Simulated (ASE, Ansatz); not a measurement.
**Molecular dynamics of random fcc alloy of Ir and Pd (108 atoms)**

Aim: follow random fcc alloy of Ir and Pd (108 atoms) for a short time with forces from DFT, then look at structure and electrons in the last frame.

Program: Ansatz 0.2.0. Level of theory: Kohn-Sham DFT, PBE, PAW (set soft_2), plane waves. Results are calculated unless marked as measured.

### Step 1. The starting structure

The cell holds 108 atoms: 40 Pd and 68 Ir. Its edges and angles: a = 11.574 Å, b = 11.574 Å, c = 11.574 Å, α = 90.0°, β = 90.0°, γ = 90.0°. It derives from Ir (fcc) and Pd, repeated 3×3×3. Fcc Ir, 3 x 3 x 3 conventional cells, 40 of 108 Ir sites given to Pd at random (x = 0.370), lattice by Vegard's rule (a = 3.858 Å); not relaxed, displaced by a Gaussian of 0.02 Å.

Limits known from the start: The host structure and its lattice constant were typed by rule, without a check against the phase diagram. The levels lack spin–orbit coupling, which is large for the heavy elements here.

### Step 2. Dynamics started at 300 K

A Nosé–Hoover thermostat steers the temperature while disturbing the dynamics little. The time step is 2.0 fs.

File input.yaml:

```yaml
crystal:
  lattice:
    - [11.5737, 0.0, 0.0]
    - [0.0, 11.5737, 0.0]
    - [0.0, 0.0, 11.5737]
  atoms:
    - { symbol: Pd, position: [0.99668, 0.99857, 0.99676] }
    - { symbol: Pd, position: [0.9976, 0.16719, 0.16536] }
    - { symbol: Ir, position: [0.16478, 0.00037, 0.16679] }
    - { symbol: Pd, position: [0.167, 0.16431, 0.99962] }
    [... 98 atom lines left out ...]
    - { symbol: Ir, position: [0.83397, 0.66648, 0.49974] }
    - { symbol: Ir, position: [0.83066, 0.83271, 0.33485] }
    - { symbol: Pd, position: [0.66479, 0.666, 0.6654] }
    - { symbol: Pd, position: [0.66523, 0.83424, 0.83199] }
    - { symbol: Pd, position: [0.83385, 0.6684, 0.83339] }
    - { symbol: Ir, position: [0.83236, 0.8355, 0.66784] }
kpoints:
  mp_grid: { grid: [1, 1, 1] }
hamiltonian:
  xc: pbe
scf:
  occupations: { method: fermi_dirac, width: 0.1 }
output:
  forces: true
md:
  timestep: 2.0
  n_steps: 55
  ensemble: nvt_nose_hoover
  temperature: 300
  initial_velocities: maxwell_boltzmann
  seed: 257
```

Launch:

```
ansatz run input.yaml --threads 32 --pin off --max-ram 143360MiB --backend cuda --events-out ev --progress --plain --runs-dir out
```

Elapsed: 24 s, on 1 × NVIDIA GB200 with 32 threads of Arm Neoverse V2, shared host; peak memory 1.3 GiB.

That memory is the host's; the program planned up to 5.7 GiB on the GPU. Forces of this run were stored rounded, and per-atom blocks of the log weren't kept.

The program notes that it switched symmetry off.

The trajectory, sampled:

| time (fs) | T (K) | potential (meV/atom) | conserved (meV/atom) |
| --- | --- | --- | --- |
| 0.0 | 300 | 0.0 | 0.00 |
| 8.0 | 289 | 1.5 | 0.00 |
| 14.0 | 273 | 3.4 | 0.00 |
| 22.0 | 249 | 6.6 | 0.01 |
| 30.0 | 227 | 9.5 | 0.01 |
| 36.0 | 215 | 11.3 | 0.01 |
| 44.0 | 204 | 12.8 | 0.01 |
| 52.0 | 200 | 13.7 | 0.01 |
| 58.0 | 200 | 14.1 | 0.01 |
| 66.0 | 202 | 14.4 | 0.01 |
| 74.0 | 207 | 14.5 | 0.01 |
| 80.0 | 212 | 14.3 | 0.01 |
| 88.0 | 222 | 13.8 | 0.01 |
| 96.0 | 236 | 12.8 | 0.01 |
| 102.0 | 247 | 11.9 | 0.01 |
| 110.0 | 262 | 10.7 | 0.01 |

Mean square displacement from the first frame to the last: Pd 0.010 Å², Ir 0.014 Å².

Mean square displacement against time lag:

| time lag (fs) | Ir (Å²) | Pd (Å²) |
| --- | --- | --- |
| 2.0 | 1.3e-5 | 1.9e-5 |
| 4.0 | 5.1e-5 | 7.6e-5 |
| 6.0 | 1.1e-4 | 1.7e-4 |
| 8.0 | 2.0e-4 | 3.0e-4 |
| 10.0 | 3.1e-4 | 4.6e-4 |
| 12.0 | 4.4e-4 | 6.6e-4 |
| 14.0 | 6.0e-4 | 8.8e-4 |
| 16.0 | 7.8e-4 | 0.00114 |
| 20.0 | 0.00120 | 0.00174 |
| 22.0 | 0.00143 | 0.00207 |
| 24.0 | 0.00169 | 0.00242 |
| 26.0 | 0.00196 | 0.00280 |
| 28.0 | 0.00225 | 0.00319 |
| 30.0 | 0.00256 | 0.00359 |
| 32.0 | 0.00287 | 0.00400 |
| 34.0 | 0.00321 | 0.00443 |
| 38.0 | 0.00390 | 0.00529 |
| 40.0 | 0.00426 | 0.00572 |
| 42.0 | 0.00463 | 0.00615 |
| 44.0 | 0.00501 | 0.00658 |
| 46.0 | 0.00539 | 0.00701 |
| 48.0 | 0.00578 | 0.00742 |
| 50.0 | 0.00616 | 0.00782 |
| 52.0 | 0.00655 | 0.00821 |
| 56.0 | 0.00733 | 0.00895 |

Over the second half of 110 fs the temperature averages 222 K, rising from about 201 to 251 K (means over the first and last quarter of that half). The conserved energy stays within 0.01 meV/atom. From first frame to last Ir has the largest mean square displacement, 0.014 Å² at the end; the farthest move is 0.23 Å. The mean temperature of 222 K lies well off the 300 K of the input, so the thermostat hasn't yet brought the run to equilibrium. The run spans 0.11 ps, too short for its means to be equilibrium values.

### Step 3. Local order late in the run

The g(r) is a mean over the second half; what follows it is taken at the last frame.

Density 18.6 g/cm³, 14.35 Å³ an atom.

Mean of 15 frames. Pair distribution functions g(r), in bins of 0.1 Å:

| r (Å) | total | Ir-Ir | Ir-Pd | Pd-Pd |
| --- | --- | --- | --- | --- |
| 2.35 | 0.00 | 0.00 | 0.00 | 0.00 |
| 2.45 | 0.03 | 0.07 | 0.00 | 0.00 |
| 2.55 | 0.75 | 1.59 | 0.19 | 0.23 |
| 2.65 | 5.76 | 7.85 | 4.78 | 3.04 |
| 2.75 | 9.13 | 7.74 | 9.56 | 11.70 |
| 2.85 | 2.59 | 1.32 | 3.67 | 2.57 |
| 2.95 | 0.18 | 0.10 | 0.22 | 0.26 |
| 3.05 | 0.00 | 0.00 | 0.00 | 0.00 |
| 3.15 | 0.00 | 0.00 | 0.00 | 0.00 |
| 3.25 | 0.00 | 0.00 | 0.00 | 0.00 |
| 3.35 | 0.00 | 0.00 | 0.00 | 0.00 |
| 3.45 | 0.00 | 0.00 | 0.00 | 0.00 |
| 3.55 | 0.00 | 0.00 | 0.00 | 0.00 |
| 3.65 | 0.13 | 0.10 | 0.16 | 0.13 |
| 3.75 | 1.02 | 0.87 | 1.10 | 1.16 |
| 3.85 | 2.26 | 2.08 | 2.44 | 2.15 |
| 3.95 | 1.00 | 0.96 | 1.16 | 0.56 |
| 4.05 | 0.19 | 0.31 | 0.15 | 0.00 |
| 4.15 | 0.01 | 0.03 | 0.00 | 0.00 |
| 4.25 | 0.00 | 0.00 | 0.00 | 0.00 |
| 4.35 | 0.00 | 0.00 | 0.00 | 0.00 |
| 4.45 | 0.02 | 0.04 | 0.00 | 0.00 |
| 4.55 | 0.70 | 0.92 | 0.63 | 0.32 |
| 4.65 | 4.04 | 3.94 | 4.24 | 3.63 |
| 4.75 | 5.52 | 4.99 | 5.72 | 6.39 |
| 4.85 | 1.76 | 1.84 | 1.79 | 1.39 |
| 4.95 | 0.24 | 0.35 | 0.21 | 0.01 |
| 5.05 | 0.01 | 0.03 | 0.00 | 0.00 |
| 5.15 | 0.00 | 0.00 | 0.00 | 0.00 |
| 5.25 | 0.10 | 0.17 | 0.07 | 0.03 |
| 5.35 | 1.07 | 1.17 | 1.03 | 0.89 |
| 5.45 | 2.16 | 1.90 | 2.23 | 2.66 |
| 5.55 | 1.08 | 1.15 | 0.97 | 1.25 |
| 5.65 | 0.18 | 0.31 | 0.11 | 0.09 |
| 5.75 | 0.01 | 0.01 | 0.01 | 0.00 |
| 5.85 | 0.02 | 0.02 | 0.02 | 0.03 |
| 5.95 | 0.66 | 0.85 | 0.57 | 0.43 |
| 6.05 | 3.08 | 2.95 | 3.00 | 3.70 |
| 6.15 | 2.92 | 2.87 | 2.88 | 3.23 |
| 6.25 | 0.65 | 0.78 | 0.62 | 0.41 |
| 6.35 | 0.03 | 0.05 | 0.02 | 0.01 |
| 6.45 | 0.02 | 0.02 | 0.03 | 0.00 |
| 6.55 | 0.31 | 0.34 | 0.30 | 0.30 |
| 6.65 | 0.91 | 0.93 | 0.88 | 0.98 |

Bonds by pair of elements; cutoffs follow the first minimum of g(r), held within bounds set by covalent radii, and pairs that aren't listed don't count as bonded:

| pair A-B | cutoff (Å) | bonds | mean length (Å) | spread (Å) | shortest (Å) | B about A | A about B |
| --- | --- | --- | --- | --- | --- | --- | --- |
| Ir-Ir | 3.23 | 255 | 2.70 | 0.072 | 2.53 | 7.5 | 7.5 |
| Ir-Pd | 3.27 | 306 | 2.75 | 0.073 | 2.52 | 4.5 | 7.65 |
| Pd-Pd | 3.27 | 87 | 2.74 | 0.064 | 2.58 | 4.35 | 4.35 |

How many atoms have how many bonded neighbours:

| element | mean | 12 |
| --- | --- | --- |
| Ir | 12 | 68 |
| Pd | 12 | 40 |

For some of the pairs, g(r) has its first main peak near 2.70 Å (Ir-Ir), 2.74 Å (Ir-Pd) and 2.74 Å (Pd-Pd). Counting bonds as in the table, all Ir atoms have 12 and all Pd atoms have 12 bonded neighbours.

### Step 4. Single point at the last frame

The last frame is solved again with fuller output, to read the electronic structure of a thermally displaced geometry.

File input.yaml:

```yaml
crystal:
  lattice:
    - [11.5737, 0.0, 0.0]
    - [0.0, 11.5737, 0.0]
    - [0.0, 0.0, 11.5737]
  atoms:
    - { symbol: Pd, position: [0.00173, 0.0063, 0.00911] }
    - { symbol: Pd, position: [0.99799, 0.17401, 0.173] }
    - { symbol: Ir, position: [0.17539, 0.99638, 0.17836] }
    - { symbol: Pd, position: [0.17252, 0.16542, 0.99829] }
    [... 98 atom lines left out ...]
    - { symbol: Ir, position: [0.82871, 0.66651, 0.49677] }
    - { symbol: Ir, position: [0.83139, 0.83446, 0.33289] }
    - { symbol: Pd, position: [0.66173, 0.66647, 0.66395] }
    - { symbol: Pd, position: [0.66599, 0.83383, 0.83388] }
    - { symbol: Pd, position: [0.83916, 0.67039, 0.835] }
    - { symbol: Ir, position: [0.83603, 0.84539, 0.66132] }
kpoints:
  mp_grid: { grid: [2, 2, 2] }
hamiltonian:
  xc: pbe
scf:
  occupations: { method: fermi_dirac, width: 0.1 }
output:
  forces: true
  stress: true
  populations: true
  dos:
    method: { smearing: { sigma: 0.08 } }
    de: 0.1
    projected: { site_lists: { Ir: [Ir], Pd: [Pd] } }
  eigenvalues: true
  write_density: true
  write_potential: true
  volumetric_format: npy
  elf: true
```

It took 5.9 s on 1 × NVIDIA GB200 with 32 threads; peak memory 5.8 GiB.

That memory is the host's; the program planned up to 60.3 GiB on the GPU.

The run gave:

- free energy: -1090502.8026 eV
- free energy per atom: -10097.2482 eV/atom
- SCF cycles: 9
- pressure: 10.22 GPa
- r.m.s. force component: 0.601 eV/Å
- longest force: 2.262 eV/Å
- Fermi energy: 23.65 eV
- levels partly filled by over 2 per cent: 393
- spilling of the projection: 0.01571

Length of the force by element:

| element | coordination | atoms | mean length of the force (eV/Å) | spread | least | most |
| --- | --- | --- | --- | --- | --- | --- |
| Ir | all | 68 | 0.996 | 0.467 | 0.142 | 2.26 |
| Pd | all | 40 | 0.827 | 0.428 | 0.132 | 1.78 |

States in the cell by windows of 1 eV, zero at the Fermi level; some projections on atomic orbitals stand beside the total:

| from (eV) | to (eV) | total | Ir d | Pd d | Ir s |
| --- | --- | --- | --- | --- | --- |
| -10 | -9 | 5.3 | 0.1 | 0.0 | 5.0 |
| -9 | -8 | 11.8 | 0.9 | 0.3 | 10.1 |
| -8 | -7 | 36.7 | 15.5 | 4.2 | 16.1 |
| -7 | -6 | 109.1 | 68.2 | 21.8 | 16.4 |
| -6 | -5 | 128.5 | 74.4 | 45.1 | 5.0 |
| -5 | -4 | 138.9 | 70.3 | 60.9 | 4.0 |
| -4 | -3 | 192.8 | 96.2 | 84.1 | 6.1 |
| -3 | -2 | 135.4 | 64.9 | 60.3 | 4.5 |
| -2 | -1 | 134.6 | 71.6 | 53.5 | 3.9 |
| -1 | 0 | 119.8 | 74.2 | 37.7 | 3.5 |
| 0 | 1 | 118.1 | 87.3 | 22.3 | 4.0 |
| 1 | 2 | 39.4 | 25.0 | 3.2 | 5.2 |
| 2 | 3 | 32.3 | 9.6 | 2.1 | 8.5 |
| 3 | 4 | 23.8 | 4.8 | 0.8 | 3.8 |
| 4 | 5 | 22.5 | 3.3 | 0.6 | 4.8 |

The curve was stored every 0.100 eV, coarse against its broadening of 0.08 eV, so these counts are rough.

The stored curve holds about 1013 of the 1876 electrons; the rest, give or take the few that broadening carries across the Fermi level, lie in deeper levels below its range.

Not all projections were asked for or kept, so they needn't add up to the total.

The levels nearest the highest filled one (over half full), pooled over k-points and spins:

| level less the highest filled one (eV) | occupation |
| --- | --- |
| -0.0046 | 1.02 |
| -0.0041 | 1.02 |
| -0.0038 | 1.02 |
| -0.001 | 1.01 |
| -7.0e-4 | 1.01 |
| 0 | 1.00 |
| 0.0023 | 0.991 |
| 0.0025 | 0.989 |
| 0.0035 | 0.985 |
| 0.0069 | 0.968 |
| 0.0096 | 0.954 |
| 0.0115 | 0.944 |

Within 0.4 eV of the Fermi level the largest share is Ir d (69 % of the projected weight).

1 further run on a deliberately doubtful input is not shown.

### Step 5. Summary of results

| Item | Value |
| --- | --- |
| mean temperature, second half | 221.5 K |
| temperature swing, second half | 19.88 K |
| slope of the conserved energy against time, by least squares | 0.0525 meV/atom/ps |
| free energy per atom | -10097.2482 eV/atom |
| density | 18.56 g/cm³ |
| pressure | 10.22 GPa |
| r.m.s. force component | 0.601 eV/Å |
| wall time of the 2 DFT runs | 30 s |

Over the second half of 110 fs the temperature averages 222 K, rising from about 201 to 251 K (means over the first and last quarter of that half). The conserved energy stays within 0.01 meV/atom. The mean temperature of 222 K lies well off the 300 K of the input, so the thermostat hasn't yet brought the run to equilibrium. The run spans 0.11 ps, too short for its means to be equilibrium values. Counting bonds as in the table, all Ir atoms have 12 and all Pd atoms have 12 bonded neighbours. 393 levels are partly filled, by over 2 % (on the run's k-points), as in a metal.

What to keep in mind: The dynamics ran on a 1×1×1 mesh and the single point on 2×2×2, so their forces and energies differ by that too. The pressure of 10 GPa is that of one thermal frame at a volume set beforehand, without the kinetic term.

[Logs are printed without paths, hosts, clocks, repeated set-up lines and the standing remarks that a program may print on its own settings, such as how far it seeks lower states.]

[Hosts, paths, dates, database ids (printed as entryN), source tags and the programs' standing remarks are cut or masked in the printed files.]
